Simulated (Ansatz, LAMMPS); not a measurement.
# Structural relaxation of amorphous 38SiO2-62GeO2 (mol %) (96 atoms), part 3 of 4

How does amorphous 38SiO2-62GeO2 (mol %) (96 atoms) relax, and what do bonds, charges and levels look like afterwards?

Ansatz 0.2.0; Kohn-Sham DFT, PBE, PAW (set soft_2), plane waves.

The cell: 12 Si, 20 Ge and 64 O. The quench rate of 50 K/ps is orders of magnitude faster than experiment. The network of bonds at the start is that of the classical potential that made the cell. Only the Γ point is sampled, in a cell whose shortest periodic width is 11 Å.

So far. Step 4 (Cell and atoms relaxed): The relaxation changed the energy by -90.8 meV/atom, and atoms moved by 0.25 Å r.m.s., 0.77 Å at most.

## (6) Single point at the relaxed geometry

The electronic structure is read at the final geometry, in a run of its own.

input.yaml reads:

```yaml
crystal:
  lattice:
    - [10.95242, -0.28559, 0.23224]
    - [-0.28559, 11.59134, -0.02624]
    - [0.23224, -0.02624, 11.5399]
  atoms:
    - { symbol: Si, position: [0.55047, 0.65277, 0.88554] }
    - { symbol: Si, position: [0.86099, 0.33754, 0.74329] }
    - { symbol: Si, position: [0.66751, 0.46584, 0.05504] }
    - { symbol: Si, position: [0.19682, 0.56052, 0.66407] }
    - { symbol: Si, position: [0.59316, 0.33162, 0.62963] }
    - { symbol: Si, position: [0.34561, 0.3675, 0.78064] }
    - { symbol: Si, position: [0.10331, 0.18705, 0.32225] }
    - { symbol: Si, position: [0.68446, 0.99321, 0.98521] }
    - { symbol: Si, position: [0.95347, 0.57794, 0.82676] }
    - { symbol: Si, position: [0.80281, 0.24556, 0.98185] }
    - { symbol: Si, position: [0.47694, 0.29266, 0.17336] }
    - { symbol: Si, position: [0.1264, 0.24874, 0.6787] }
    - { symbol: Ge, position: [0.10498, 0.81221, 0.16292] }
    - { symbol: Ge, position: [0.28096, 0.41034, 0.04625] }
    - { symbol: Ge, position: [0.43798, 0.05005, 0.04994] }
    - { symbol: Ge, position: [0.18952, 0.94035, 0.39979] }
    - { symbol: Ge, position: [0.35639, 0.68277, 0.0906] }
    - { symbol: Ge, position: [0.15144, 0.99507, 0.94952] }
    - { symbol: Ge, position: [0.65208, 0.72758, 0.37675] }
    - { symbol: Ge, position: [0.05958, 0.22414, 0.05746] }
    - { symbol: Ge, position: [0.19554, 0.99755, 0.67439] }
    - { symbol: Ge, position: [0.79758, 0.81474, 0.81967] }
    - { symbol: Ge, position: [0.49931, 0.51975, 0.46308] }
    - { symbol: Ge, position: [0.22278, 0.39427, 0.46283] }
    - { symbol: Ge, position: [0.42142, 0.70074, 0.65752] }
    - { symbol: Ge, position: [0.84119, 0.06012, 0.3463] }
    - { symbol: Ge, position: [0.47449, 0.98435, 0.59066] }
    - { symbol: Ge, position: [0.43903, 0.85876, 0.26944] }
    - { symbol: Ge, position: [0.90201, 0.63363, 0.08336] }
    - { symbol: Ge, position: [0.74271, 0.90117, 0.56596] }
    - { symbol: Ge, position: [0.78891, 0.85606, 0.16821] }
    - { symbol: Ge, position: [0.56041, 0.15739, 0.40368] }
    - { symbol: O, position: [0.8458, 0.77075, 0.0493] }
    - { symbol: O, position: [0.14369, 0.32411, 0.34933] }
    - { symbol: O, position: [0.54213, 0.99491, 0.94367] }
    - { symbol: O, position: [0.0805, 0.55992, 0.75379] }
    - { symbol: O, position: [0.9588, 0.16713, 0.36476] }
    - { symbol: O, position: [0.57355, 0.8557, 0.34987] }
    - { symbol: O, position: [0.2604, 0.69056, 0.67572] }
    - { symbol: O, position: [0.09371, 0.11065, 0.67633] }
    - { symbol: O, position: [0.42701, 0.98726, 0.19025] }
    - { symbol: O, position: [0.19056, 0.09295, 0.38095] }
    - { symbol: O, position: [0.9033, 0.70577, 0.80889] }
    - { symbol: O, position: [0.49173, 0.24505, 0.30432] }
    - { symbol: O, position: [0.46046, 0.03659, 0.44424] }
    - { symbol: O, position: [0.77756, 0.74726, 0.27513] }
    - { symbol: O, position: [0.35249, 0.05147, 0.66713] }
    - { symbol: O, position: [0.71723, 0.35548, 0.98495] }
    - { symbol: O, position: [0.66327, 0.9148, 0.10434] }
    - { symbol: O, position: [0.3706, 0.40733, 0.91488] }
    - { symbol: O, position: [0.02132, 0.67616, 0.17777] }
    - { symbol: O, position: [0.73167, 0.31742, 0.67613] }
    - { symbol: O, position: [0.16354, 0.92704, 0.81072] }
    - { symbol: O, position: [0.79324, 0.94558, 0.89973] }
    - { symbol: O, position: [0.16055, 0.51845, 0.53167] }
    - { symbol: O, position: [0.65281, 0.75637, 0.86301] }
    - { symbol: O, position: [0.30369, 0.47493, 0.70159] }
    - { symbol: O, position: [0.43136, 0.70393, 0.95497] }
    - { symbol: O, position: [0.77666, 0.53701, 0.12372] }
    - { symbol: O, position: [0.21303, 0.28144, 0.56358] }
    - { symbol: O, position: [0.06432, 0.90215, 0.04723] }
    - { symbol: O, position: [0.70297, 0.13099, 0.33505] }
    - { symbol: O, position: [0.5661, 0.40944, 0.14927] }
    - { symbol: O, position: [0.25866, 0.79762, 0.11482] }
    - { symbol: O, position: [0.49595, 0.19259, 0.07516] }
    - { symbol: O, position: [0.22355, 0.27755, 0.7833] }
    - { symbol: O, position: [0.63573, 0.00825, 0.605] }
    - { symbol: O, position: [0.46639, 0.84657, 0.65711] }
    - { symbol: O, position: [0.97709, 0.56621, 0.96511] }
    - { symbol: O, position: [0.99534, 0.31414, 0.67679] }
    - { symbol: O, position: [0.8328, 0.87527, 0.68258] }
    - { symbol: O, position: [0.59267, 0.45509, 0.56169] }
    - { symbol: O, position: [0.69702, 0.75833, 0.52039] }
    - { symbol: O, position: [0.6055, 0.5496, 0.96114] }
    - { symbol: O, position: [0.15982, 0.91156, 0.55068] }
    - { symbol: O, position: [0.29539, 0.05528, 0.98911] }
    - { symbol: O, position: [0.06482, 0.12012, 0.94504] }
    - { symbol: O, position: [0.84838, 0.96503, 0.46336] }
    [... 12 atom lines left out ...]
    - { symbol: O, position: [0.11757, 0.1651, 0.18227] }
    - { symbol: O, position: [0.27018, 0.55244, 0.10059] }
    - { symbol: O, position: [0.31631, 0.8531, 0.37377] }
    - { symbol: O, position: [0.33712, 0.33329, 0.16145] }
    - { symbol: O, position: [0.72988, 0.12493, 0.01367] }
    - { symbol: O, position: [0.90755, 0.26377, 0.07803] }
kpoints:
  mp_grid: { grid: [1, 1, 1] }
hamiltonian:
  xc: pbe
scf:
  occupations: { method: fermi_dirac, width: 0.025 }
output:
  forces: true
  stress: true
  populations: true
  dos:
    method: { smearing: { sigma: 0.08 } }
    de: 0.05
    projected: { site_lists: { Ge: [Ge], O: [O], Si: [Si] } }
  eigenvalues: true
  write_density: true
  write_potential: true
  volumetric_format: npy
```

Run with:

```
> ansatz run input.yaml --threads 4 --pin off --max-ram 8192MiB --backend cpu --events-out ev --progress --plain --runs-dir out
```

The program printed:

```text
[...]
Crystal: 96 atoms, lattice volume = 1463.457 Å³
Basis set: ecut = 420 eV, 28585 PW (Γ), exchange–correlation on 150×160×160 points (8 copies of the dense FFT grid, shifted against one another)
Bands: 452, of which v1, the nominal top of the filled ones, is band 356 counted from 1 (355 counted from 0)
Symmetry: 1 space group operations
[...]
k-points: 1
[...]
SCF iter   1: F=—  HF=-129874.176639 eV  |F-HF|=—  |Δ(HF+E_count)|=         —  Δρ=2.32e-3  dr2=1.18e-1  ethr=1.77e-3  ⟨swp⟩=5.0  Hψ=1715  notcnv=0  defer=72
[...]
SCF iter   9: F=-129874.186913 eV  HF=-129874.186913 eV  |F-HF|=1.02e-9  |Δ(HF+E_count)|=   7.40e-8  Δρ=1.15e-6  dr2=1.64e-8  ethr=1.40e-11  ⟨swp⟩=16.0  Hψ=3543  notcnv=0
SCF 1 converged in 9 iterations: F = -129874.186913 eV  dr2 = 1.64e-8
[...]
WARN: The input density's exchange-correlation potential varies sharply where the density is thin. Do not read a vacuum level from v_tot or v_xc, or from such a field of the output density. On a cell that repeats whose density bears no net charge and no dipole along the vacuum's axis use v_es (v_loc + v_h of the components); [...]
SCF converged after 9 iterations
Free energy (F): -129874.186913 eV
[...]
Internal energy: -129874.186913 eV  (E = F + TS)
E sigma→0 (E₀):  -129874.186913 eV
Fermi energy:    3.694717 eV
[...]
--- Forces (eV/Å), atoms counted from 1 ---
  atom   1  Si    -0.00176349    -0.00055521    -0.00598866
  atom   2  Si     0.00196527    -0.00213442     0.00226322
  atom   3  Si    -0.00150910     0.00142156    -0.00361566
  atom   4  Si     0.00314803    -0.00156577    -0.00430789
  atom   5  Si     0.00199005     0.00241692     0.00648522
  atom   6  Si     0.01117374    -0.00337729     0.01357417
  atom   7  Si     0.00250827     0.00422014    -0.00063148
  atom   8  Si     0.00258518    -0.00198737    -0.00204913
  atom   9  Si    -0.00429467    -0.00027945    -0.00056256
  atom  10  Si     0.00614818     0.00444234    -0.00199503
  atom  11  Si    -0.00379753     0.00671594     0.00159055
  atom  12  Si    -0.00520873    -0.00066323     0.00091886
  atom  13  Ge    -0.00164523    -0.00203369    -0.00041235
  atom  14  Ge     0.00258711     0.00305873     0.00062198
[...]
atom  95  O     -0.00127484    -0.00383075     0.00043266
  atom  96  O     -0.00211918    -0.00277042    -0.00016415
  max |Σ_I F_I| component: 6.13e-5 eV/Å
--- Stress (GPa, compression-positive) ---
       -0.016467      -0.018640       0.015510
       -0.018640       0.018644      -0.005765
        0.015509      -0.005766       0.002607
  P = ⅓ Tr σ = 0.0016 GPa (0.016 kbar)
--- Band table (eV) ---
[...]
--- Löwdin populations: 96 sites ---
  site symbol       q [e]
     0     Si      2.2401
     1     Si      2.2017
     2     Si      2.2253
[...]
95      O      6.7572
  spilling = 0.007586 (of n_electrons = 712.000000)
```

Wall time 21 s (4 threads of AMD EPYC 7B13 (Zen 3), shared host); peak memory 2.1 GiB.

The program notes that the exchange-correlation potential is rough where the density is thin.

Numbers from this run:

| Property | Result |
| --- | --- |
| free energy | -129874.1869 eV |
| free energy per atom | -1352.8561 eV/atom |
| SCF cycles | 9 |
| pressure | 0.001595 GPa |
| r.m.s. force component | 0.00263 eV/Å |
| longest force | 0.0179 eV/Å |
| Fermi energy | 3.695 eV |
| gap (highest filled to lowest empty level) | 3.251 eV |
| spilling of the projection | 0.007586 |

Löwdin charges by element and coordination (they lack the spilled electrons, 0.056 e an atom on average):

| element | coordination | atoms | mean charge (e) | spread | least | most |
| --- | --- | --- | --- | --- | --- | --- |
| Ge | all | 20 | 1.60 | 0.0223 | 1.56 | 1.64 |
| O | all | 64 | -0.747 | 0.0256 | -0.807 | -0.689 |
| Si | all | 12 | 1.77 | 0.0168 | 1.74 | 1.80 |

Charge against the make-up of the first shell:

| Si neighbours of O | atoms | mean charge (e) |
| --- | --- | --- |
| 0 | 28 | -0.724 |
| 1 | 24 | -0.755 |
| 2 | 12 | -0.784 |

Density of states as counts of states in windows of 1 eV (from the Fermi level), total and the larger projections:

| from (eV) | to (eV) | total | O p | Ge p | Ge s |
| --- | --- | --- | --- | --- | --- |
| -10 | -9 | 15.4 | 9.2 | 0.4 | 3.3 |
| -9 | -8 | 19.9 | 12.6 | 1.0 | 2.9 |
| -8 | -7 | 16.7 | 11.5 | 1.2 | 1.3 |
| -7 | -6 | 41.8 | 31.2 | 6.0 | 0.2 |
| -6 | -5 | 26.4 | 20.1 | 4.3 | 0.1 |
| -5 | -4 | 45.3 | 37.0 | 2.8 | 0.3 |
| -4 | -3 | 73.3 | 66.0 | 2.2 | 0.3 |
| -3 | -2 | 101.3 | 96.9 | 1.2 | 0.1 |
| -2 | -1 | 31.6 | 30.9 | 0.2 | 0.0 |
| -1 | 1 | 0.0 | 0.0 | 0.0 | 0.0 |
| 1 | 2 | 2.0 | 0.4 | 0.1 | 1.0 |
| 2 | 3 | 3.7 | 1.0 | 0.4 | 1.6 |
| 3 | 4 | 13.9 | 3.6 | 1.6 | 5.7 |
| 4 | 5 | 15.3 | 3.9 | 2.5 | 5.1 |

Between -26 and -10 eV lie 340 more states.

The levels nearest the highest filled one (over half full), pooled over k-points and spins:

| level less the highest filled one (eV) | occupation |
| --- | --- |
| -0.144 | 2 |
| -0.119 | 2 |
| -0.0981 | 2 |
| -0.0823 | 2 |
| -0.0446 | 2 |
| 0 | 2 |
| 3.25 | 0 |
| 4.27 | 0 |
| 4.57 | 0 |
| 4.78 | 0 |
| 4.85 | 0 |
| 4.97 | 0 |

Valence density in the ab plane at fractional z = 0.667, with atoms of Si and Ge and O within 0.2 Å of it. It is the smooth field of the valence electrons, not physical close to the nuclei.

Ten steps, logarithmic in the rise over the least value, from '0' (0 e/Å³) to '9' (27 e/Å³), each cell a mean:
```
0001378621221121111221000110000
0000123210001122100111112342100
0000000000002455310000124665200
0000000000012566410000124564100
0000000000012454210000011221000
0000001222113432100000000000000
0000013565347962100000000000000
0000014665347962100000000000000
0000013443223322100000000000000
0011111221100111100000000000000
0112110122110000000000000000000
0011111234421000000000000000000
0000001245531000000000000000000
0000000134320000011000000000000
2110000011100111111112222100112
6421000000001133321124664211235
6531111100000133321135664211246
4321011100000011111112432100124
1111111000000000000000110000001
0133321000000000000000000000000
1356521000111000000000000000000
1466531112454100000000000000000
0234344324665210001221000000000
0011389733554211112332000000000
```
Columns run along a (11.0 Å), rows up along b (11.6 Å). Atoms in or near the plane, at fractional coordinates: Si at (0.20, 0.56), Si at (0.13, 0.25), Ge at (0.20, 0.00), Ge at (0.42, 0.70), O at (0.26, 0.69), O at (0.09, 0.11), O at (0.35, 0.05), O at (0.73, 0.32), O at (0.47, 0.85), O at (0.00, 0.31), O at (0.83, 0.88).

Electrostatic potential energy in the ab plane at fractional z = 0.667, with atoms of Si and Ge and O within 0.2 Å of it. With pseudopotentials it is smooth inside the atoms' cores, unlike the true potential.

Values in eV, 13 rows by 16 columns, each cell a mean:
```
  9   3 -19 -27  -7   5   3  -6  -1   6   6   5   4   2   9  10
 10   8   5   4   7   8   1 -28  -6   8   6   3 -10 -36  -2  10
 10  10  10  10   9   6  -5 -24  -1   9   8   7   6   2   9  10
 10  10   9  -6 -25 -11 -32 -29  -2   8   9   9   9  10  10  10
  9   7  -1 -18 -22  -6 -21 -16   3   9  10  10  10  10   9   9
  8   3 -30 -42 -14   4   5   7   9  10  10  10  10  10   9   9
  9   6  -9 -16 -19 -14   8   9   9   9   9  10  10   9   9   9
  9   8   6   6   1   0   7   7   4  -4   1   7   7   4   3   7
-25  -2  -5   4   7   5   6   0 -12 -39 -20 -29 -21  -5  -5 -20
-14 -32 -40  -8   7   8   9   7   1 -10  -1  -8  -2   3   4  -6
  4 -20 -19   1   8  10  10  10   8   8   9  10  10   9   9   9
  1 -36 -17   1   4  -9  -2   7   7   9  10  10  10  10  10  10
  9  -2 -22 -31 -14 -32 -19  -4   0   5   4   9   9  10  10  10
```
Columns run along a (11.0 Å; values clipped at the 3rd and 97th percentile), rows up along b (11.6 Å). Atoms in or near the plane, at fractional coordinates: Si at (0.20, 0.56), Si at (0.13, 0.25), Ge at (0.20, 0.00), Ge at (0.42, 0.70), O at (0.26, 0.69), O at (0.09, 0.11), O at (0.35, 0.05), O at (0.73, 0.32), O at (0.47, 0.85), O at (0.00, 0.31), O at (0.83, 0.88).

Mean Löwdin charges: Ge +1.60, O -0.75, Si +1.77 e (they miss 0.76 % of the electrons, so they add up to more than the cell's charge). The charge on O changes by -0.030 e for each Si neighbour that takes the place of another kind, on average. The largest share in the top eV of filled states is O p (98 % of the projected weight), and in the lowest eV of empty states Ge s (49 % of the projected weight).

The surroundings of O53, picked at random, nearest first, numbered as they follow in the input and with coordinates relative to it.

| atom | x | y | z | distance (Å) | bonds | Löwdin charge (e) |
| --- | --- | --- | --- | --- | --- | --- |
| O53 | 0.00 | 0.00 | 0.00 | 0.00 | 2 | -0.71 |
| Ge18 | -0.12 | 0.79 | 1.60 | 1.79 | 4 | 1.60 |
| Ge21 | 0.30 | 0.81 | -1.57 | 1.79 | 4 | 1.60 |
| O40 | -0.85 | 2.15 | -1.57 | 2.80 | 2 | -0.74 |
| O61 | -1.02 | -0.27 | 2.71 | 2.91 | 2 | -0.72 |
| O76 | 1.45 | 1.44 | 2.09 | 2.92 | 2 | -0.75 |
| O47 | 2.00 | 1.39 | -1.62 | 2.92 | 2 | -0.71 |
| O77 | -1.11 | 2.26 | 1.52 | 2.94 | 2 | -0.72 |
| O75 | -0.10 | -0.17 | -3.00 | 3.01 | 2 | -0.71 |
| O39 | 1.10 | -2.77 | -1.53 | 3.34 | 2 | -0.74 |
| O43 | -2.79 | -2.49 | -0.08 | 3.74 | 2 | -0.76 |
| O68 | 3.30 | -1.02 | -1.70 | 3.85 | 2 | -0.74 |
| O71 | -3.64 | -0.50 | -1.55 | 3.99 | 2 | -0.72 |

[end of part 3 of 4]

[Long decimals in the printed logs are rounded to 6 places.]

[Logs are printed without paths, hosts, clocks, repeated set-up lines and the standing remarks that a program may print on its own settings, such as how far it seeks lower states.]

[Hosts, paths, dates, database ids (printed as entryN), source tags and the programs' standing remarks are cut or masked in the printed files.]

[A walk said to have stopped at its limit may instead have ended on an SCF cycle that didn't converge.]
